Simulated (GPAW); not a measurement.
## How ZnS absorbs and reflects light

Wanted: where ZnS starts to absorb, how strongly, and its refractive index. The cell comes from an older database entry, whose edges can differ from later determinations, mostly by under a per cent.

Program: GPAW 26.7.0. Level of theory: DFT, PBE, plane-wave PAW (GPAW data sets), scalar-relativistic, RPA, optical limit. Results are calculated unless marked as measured.

The database entry behind the starting cell differs from later determinations by our own check (about 0.1 % short), so it need not match the best structure at ambient conditions.

**1. The starting structure**

It takes space group F-43m (No. 216, cubic). Conventional cell: a = 5.404 Å, b = 5.404 Å, c = 5.404 Å, α = 90.00°, β = 90.00°, γ = 90.00°. Nearest to Zn lie 4 S at 2.34 Å. S has 4 Zn at 2.34 Å nearest. Farther neighbours and most contacts between anions are not listed.

**2. Ground state**

First the ground state: is it a metal or has it a gap?

This step: DFT, PBE, plane-wave PAW (GPAW data sets), scalar-relativistic, ground state (GPAW 26.7.0).

The input, gs.py:

```python
from ase import Atoms
from ase.dft.bandgap import bandgap
from gpaw import GPAW, PW, FermiDirac

atoms = Atoms(['Zn', 'S'],
              cell=[[0.000000000000, 2.702000000000, 2.702000000000],
                    [2.702000000000, 0.000000000000, 2.702000000000],
                    [2.702000000000, 2.702000000000, 0.000000000000]],
              scaled_positions=[[0.750000000000, 0.750000000000, 0.750000000000],
                                [0.000000000000, 0.000000000000, 0.000000000000]],
              pbc=[True, True, True])
atoms.calc = GPAW(mode=PW(550), xc='PBE', kpts={'size': (8, 8, 8), 'gamma': True},
                  occupations=FermiDirac(0.05), maxiter=150, txt='gs.txt')
print('energy (eV)', atoms.get_potential_energy())
print('Fermi level (eV)', atoms.calc.get_fermi_level())
print('valence electrons', atoms.calc.get_number_of_electrons())
print('gap (eV)', bandgap(atoms.calc, output=None)[0])
print('direct gap (eV)', bandgap(atoms.calc, direct=True, output=None)[0])
atoms.calc.write('gs.gpw')
```

On the command line:

```sh
$ OMP_NUM_THREADS=1 python gs.py
```

Numbers of over 12 decimals in the logs are rounded to 6 here.

The log of the run:

```text
__  _  _
 | _ |_)|_||  |
 |__||  | ||/\| - 26.7.0

Versions:
  Python: 3.12.14
  ASE:    3.29.0
  Numpy:  2.5.5
  Scipy:  1.18.1
  Libxc:  7.0.0

Input parameters:
  mode=PW(ecut=550.0),
  kpts=MonkhorstPack(size=(8, 8, 8), gamma=True),
  maxiter=150,
  occupations=Occupations(name='fermi-dirac', width=0.05, fixmagmom=False),
  xc=XC(name='PBE')

Diagonalizing LCAO Hamiltonian
Converting LCAO to pw mode

                    Zn

       S

Atoms  # Å, Bohr magnetons
|   | symbol |        x |        y |        z |    initial magnetic moments |
| 0 |     Zn | 4.053000 | 4.053000 | 4.053000 | ( 0.0000,  0.0000,  0.0000) |
| 1 |      S | 0.000000 | 0.000000 | 0.000000 | ( 0.0000,  0.0000,  0.0000) |

Unit cell  # Å
| periodic |        x |        y |        z |  lengths |    angles |
|      yes | 0.000000 | 2.702000 | 2.702000 | 3.821205 | 60.000000 |
|      yes | 2.702000 | 0.000000 | 2.702000 | 3.821205 | 60.000000 |
|      yes | 2.702000 | 2.702000 | 0.000000 | 3.821205 | 60.000000 |

Number of symmetries: 24
Symmetry operations  # r_c * U_cc + t_c -> r_c
|    | kind |            matrix            |
|  0 |  E   |  1, 0, 0,  0, 1, 0,  0, 0, 1 |
|  1 |  σ   |  1, 0, 0,  0, 0, 1,  0, 1, 0 |
|  2 |  σ   |  1, 0,-1,  0, 1,-1,  0, 0,-1 |
|  3 |  C3  |  1, 0,-1,  0, 0,-1,  0, 1,-1 |
|  4 |  C3  |  1,-1, 0,  0,-1, 1,  0,-1, 0 |
|  5 |  σ   |  1,-1, 0,  0,-1, 0,  0,-1, 1 |
|  6 |  σ   |  0, 1, 0,  1, 0, 0,  0, 0, 1 |
|  7 |  C3  |  0, 1, 0,  0, 0, 1,  1, 0, 0 |
|  8 |  C2  |  0, 1,-1,  1, 0,-1,  0, 0,-1 |
|  9 |  S4  |  0, 1,-1,  0, 0,-1,  1, 0,-1 |
| 10 |  C3  |  0, 0, 1,  1, 0, 0,  0, 1, 0 |
| 11 |  σ   |  0, 0, 1,  0, 1, 0,  1, 0, 0 |
| 12 |  S4  |  0, 0,-1,  1, 0,-1,  0, 1,-1 |
| 13 |  C3  |  0, 0,-1,  0, 1,-1,  1, 0,-1 |
| 14 |  S4  |  0,-1, 1,  1,-1, 0,  0,-1, 0 |
| 15 |  C2  |  0,-1, 1,  0,-1, 0,  1,-1, 0 |
| 16 |  C3  |  0,-1, 0,  1,-1, 0,  0,-1, 1 |
| 17 |  S4  |  0,-1, 0,  0,-1, 1,  1,-1, 0 |
| 18 |  S4  | -1, 1, 0, -1, 0, 1, -1, 0, 0 |
| 19 |  C3  | -1, 1, 0, -1, 0, 0, -1, 0, 1 |
| 20 |  C3  | -1, 0, 1, -1, 1, 0, -1, 0, 0 |
| 21 |  S4  | -1, 0, 1, -1, 0, 0, -1, 1, 0 |
| 22 |  σ   | -1, 0, 0, -1, 1, 0, -1, 0, 1 |
| 23 |  C2  | -1, 0, 0, -1, 0, 1, -1, 1, 0 |

BZ-sampling:
  Number of BZ points: 512
  Number of IBZ points: 29

  Monkhorst-Pack size: [8, 8, 8]
  Monkhorst-Pack shift: [0.0625, 0.0625, 0.0625]

K-points  # in reciprocal-cell coordinates
|     |                                coordinates |     weight |
|   0 | (  0.00000000,   0.00000000,   0.00000000) | 0.00195312 |
|   1 | (  0.12500000,   0.12500000,   0.00000000) | 0.01171875 |
|   2 | (  0.12500000,   0.12500000,   0.12500000) | 0.01562500 |
|   3 | (  0.25000000,   0.12500000,   0.12500000) | 0.02343750 |
|   4 | (  0.25000000,   0.25000000,   0.00000000) | 0.01171875 |
|   5 | (  0.25000000,   0.25000000,   0.12500000) | 0.04687500 |
|   6 | (  0.25000000,   0.25000000,   0.25000000) | 0.01562500 |
|   7 | (  0.37500000,   0.25000000,  -0.37500000) | 0.04687500 |
|   8 | (  0.37500000,   0.25000000,   0.12500000) | 0.04687500 |
|   9 | (  0.37500000,   0.25000000,   0.25000000) | 0.04687500 |
| ... |                                            |            |
|  28 | (  0.50000000,   0.50000000,   0.50000000) | 0.00781250 |

Plane wave coefficients: 1174
Cutoff: 550.0 eV

Spin-components: 1 (collinear spins)
Bands:           13
Projectors:      11
Spin-degeneracy: 2
Datatype:        complex128

Parallelization:
  kpt:    1
  domain: 1
  band:   1

Density:
  Valence electrons: 18.0
  Components: 1
  Grid points: [21 21 21]
  Charge: 0.0  # |e|

Potential:
  Grid points: [21 21 21]

species:
  Zn:
    name:    Zinc
    id:
    Z:       30.0
    valence: 12
    core:    18
    charge:  0.0  # [|e|]
    compensation charges:
      type: gauss
      rc: 0.37  # [Å]
      lmax: 2
    cutoffs:
      filter: 2.14  # [Å]
      core: 2.28  # [Å]
    projectors
    | kind |    occ | energy [eV] | rcut [Å] |
    |   4s |  2.000 |      -5.977 |    1.286 |
    |   4p |  0.000 |      -1.117 |    1.270 |
    |   3d | 10.000 |     -10.142 |    1.180 |
    |    s |        |      21.234 |    1.286 |
    |    p |        |      26.095 |    1.270 |
    |    d |        |      17.070 |    1.180 |

    Using partial waves for Zn as LCAO basis

  S:
    name:    Sulfur
    id:
    Z:       16.0
    valence: 6
    core:    10
    charge:  0.0  # [|e|]
    compensation charges:
      type: gauss
      rc: 0.24  # [Å]
      lmax: 2
    cutoffs:
      filter: 1.77  # [Å]
      core: 1.66  # [Å]
    projectors
    | kind |    occ | energy [eV] | rcut [Å] |
    |   3s |  2.000 |     -17.254 |    0.974 |
    |   3p |  4.000 |      -7.008 |    0.979 |
    |    s |        |       9.957 |    0.974 |
    |    p |        |      20.203 |    0.979 |
    |    d |        |       0.000 |    0.900 |

    Using partial waves for S as LCAO basis

Reference energy: -59718.946550  # eV

eigensolver:
  PPCG
  Converge bands: occupied
  niter=2

density mixing:
  MSR1-Mixer
  Pratt-step length: 0.05
  Maximum mixing coefficient: 0.75
  Old densities: 10
  SVD Regularization: 0.005
  Good broyden scale: 1.0
  Trust region scale: 1.0
  Backstep threshold: 4.0
  History deletion threshold: 6.0
  Fourier metric: weight=20.0, sigma=0.015

occupation numbers:
  Fermi-Dirac:
    width: 0.0500  # eV

poisson solver:
  ecut: 4400.0  # eV

xc functional:
  name: PBE with 2 nearest neighbor stencil

convergence criteria:
- Maximum [total energy] change in last 3 cyles: 0.0005 eV / valence electron
- Maximum integral of absolute [dens]ity change: 0.0001 electrons / valence electron
- Maximum integral of absolute [eigenst]ate change: 4e-08 eV^2 / valence electron
maximum number of iterations: 150

SCF iterations
|iter     |      energy | eigst |  dens |
|iter:   1||   -7.273657 | +0.41 |       |
|iter:   2||   -7.202790 | -0.75 | -1.18 |
|iter:   3||   -6.919228 | -1.18 | -1.23 |
|iter:   4||   -6.919256 | -2.22 | -1.79 |
|iter:   5||   -6.920877c| -3.23 | -2.22 |
|iter:   6||   -6.920794c| -3.70 | -2.74 |
|iter:   7||   -6.920825c| -4.32 | -3.45 |
|iter:   8||   -6.920834c| -4.97 | -3.78 |
|iter:   9||   -6.920834c| -7.52c| -4.81c|

Converged in 9 steps
SCF loop duration: 8.900 s (0.989 s/step)
Energy contributions relative to reference atoms: (reference = -59718.946550)

Energy contributions:
  Kinetic:          10.994960
  Coulomb:          -9.311164
  Zero:              0.043283
  External:          0.000000
  Xc:               -8.647914
  Entropy:          -0.000000
  Spinorbit:         0.000000
  ----------------------------
  Free energy:      -6.920834
  Extrapolated:     -6.920834

dipole moment: (-14.584137, -14.584137, -14.584137)  # |e|*Ang

Fermi level: 4.697
Eigenvalues  # (at kpt = [0.000, 0.000, 0.000])
| band index |      eig [eV] | occ [0-2] |
|          0 |        -9.386 |     2.000 |
|          1 |        -2.562 |     2.000 |
|          2 |        -2.562 |     2.000 |
|          3 |        -2.562 |     2.000 |
|          4 |        -2.068 |     2.000 |
|          5 |        -2.068 |     2.000 |
|          6 |         3.752 |     2.000 |
|          7 |         3.752 |     2.000 |
|          8 |         3.752 |     2.000 |
|          9 |         5.857 |     0.000 |
|         10 |        10.122 |     0.000 |
|         11 |        10.122 |     0.000 |
|         12 |        10.122 |     0.000 |

Gap: 2.105 eV
Transition (v -> c):
  (s=0, k=0, n=8, [0.00, 0.00, 0.00]) -> (s=0, k=0, n=9, [0.00, 0.00, 0.00])
No difference between direct/indirect transitions

--- standard output ---
energy (eV) -6.920834
Fermi level (eV) 4.697028
valence electrons 18.0
gap (eV) 2.104846
direct gap (eV) 2.104846
```

It took 10 s on 1 thread of Arm Neoverse V1, shared host; peak memory 0.14 GiB.

This step gave:

```
energy                 : -6.921 eV
Fermi energy           : 4.697 eV
gap on the k-mesh      : 2.105 eV
direct gap on the mesh : 2.105 eV
electrons              : 18
```

There is a gap, 2.10 eV on this mesh (points off the mesh can give less), so no carriers' term is needed.

**3. Bands for the response**

At the fixed density, many empty bands are solved on the mesh of the response, since the spectrum sums over them.

This step: DFT, PBE, plane-wave PAW (GPAW data sets), scalar-relativistic, bands at fixed density (GPAW 26.7.0).

The input, nscf.py:

```python
from ase.dft.bandgap import bandgap
from gpaw import GPAW, FermiDirac

calc = GPAW('gs.gpw').fixed_density(kpts={'size': (13, 13, 13), 'gamma': True}, nbands=39, convergence={'bands': 33},
                                    occupations=FermiDirac(0.001), txt='nscf.txt')
print('gap (eV)', bandgap(calc, output=None)[0])
print('direct gap (eV)', bandgap(calc, direct=True, output=None)[0])
print('top band over the Fermi level (eV)', min(calc.get_eigenvalues(kpt=k)[32] for k in range(len(calc.get_ibz_k_points()))) - calc.get_fermi_level())
calc.write('full.gpw', mode='all')
```

On the command line:

```sh
$ OMP_NUM_THREADS=1 python nscf.py
```

The log of the run:

```text
Diagonalizing LCAO Hamiltonian
Converting LCAO to pw mode
convergence criteria:
- Maximum integral of absolute [eigenst]ate change: 4e-08 eV^2 / valence electron
maximum number of iterations: 150

SCF iterations
|iter     |      energy | eigst |  dens |
|iter:   1||             | +3.63 |       |
|iter:   2||             | +2.45 |       |
|iter:   3||             | +1.62 |       |
|iter:   4||             | +0.99 |       |
|iter:   5||             | +0.65 |       |
|iter:   6||             | +0.23 |       |
|iter:   7||             | -0.10 |       |
|iter:   8||             | -0.53 |       |
|iter:   9||             | -0.89 |       |
|iter:  10||             | -1.33 |       |
|iter:  11||             | -1.70 |       |
|iter:  12||             | -2.13 |       |
|iter:  13||             | -2.50 |       |
|iter:  14||             | -2.92 |       |
|iter:  15||             | -3.30 |       |
|iter:  16||             | -3.72 |       |
|iter:  17||             | -4.11 |       |
|iter:  18||             | -4.52 |       |
|iter:  19||             | -4.91 |       |
|iter:  20||             | -5.32 |       |
|iter:  21||             | -5.70 |       |
|iter:  22||             | -6.12 |       |
|iter:  23||             | -6.49 |       |
|iter:  24||             | -6.90 |       |
|iter:  25||             | -7.25 |       |
|iter:  26||             | -7.64c|       |
SCF steps: 26
  __  _  _
 | _ |_)|_||  |
 |__||  | ||/\| - 26.7.0

Versions:
  Python: 3.12.14
  ASE:    3.29.0
  Numpy:  2.5.5
  Scipy:  1.18.1
  Libxc:  7.0.0

Input parameters:
  mode=PW(ecut=550.0),
  convergence={'bands': 33},
  gpts=array([21, 21, 21]),
  kpts=MonkhorstPack(size=(13, 13, 13), gamma=True),
  maxiter=150,
  nbands=39,
  occupations=Occupations(name='fermi-dirac', width=0.001, fixmagmom=False),
  parallel={},
  xc=XC(name='PBE')

--- standard output ---
gap (eV) 2.104846
direct gap (eV) 2.104846
top band over the Fermi level (eV) 32.474570
```

Elapsed: 3.2 min, on 1 thread; peak memory 0.22 GiB.

(Continued in part 2 of 2.)

[Machine, clock and banner lines and Python warnings are left out of the logs.]

[Logs are printed without paths, hosts, clocks, repeated set-up lines and the standing remarks that a program may print on its own settings, such as how far it seeks lower states.]

[Hosts, paths, dates, database ids (printed as entryN), source tags and the programs' standing remarks are cut or masked in the printed files.]
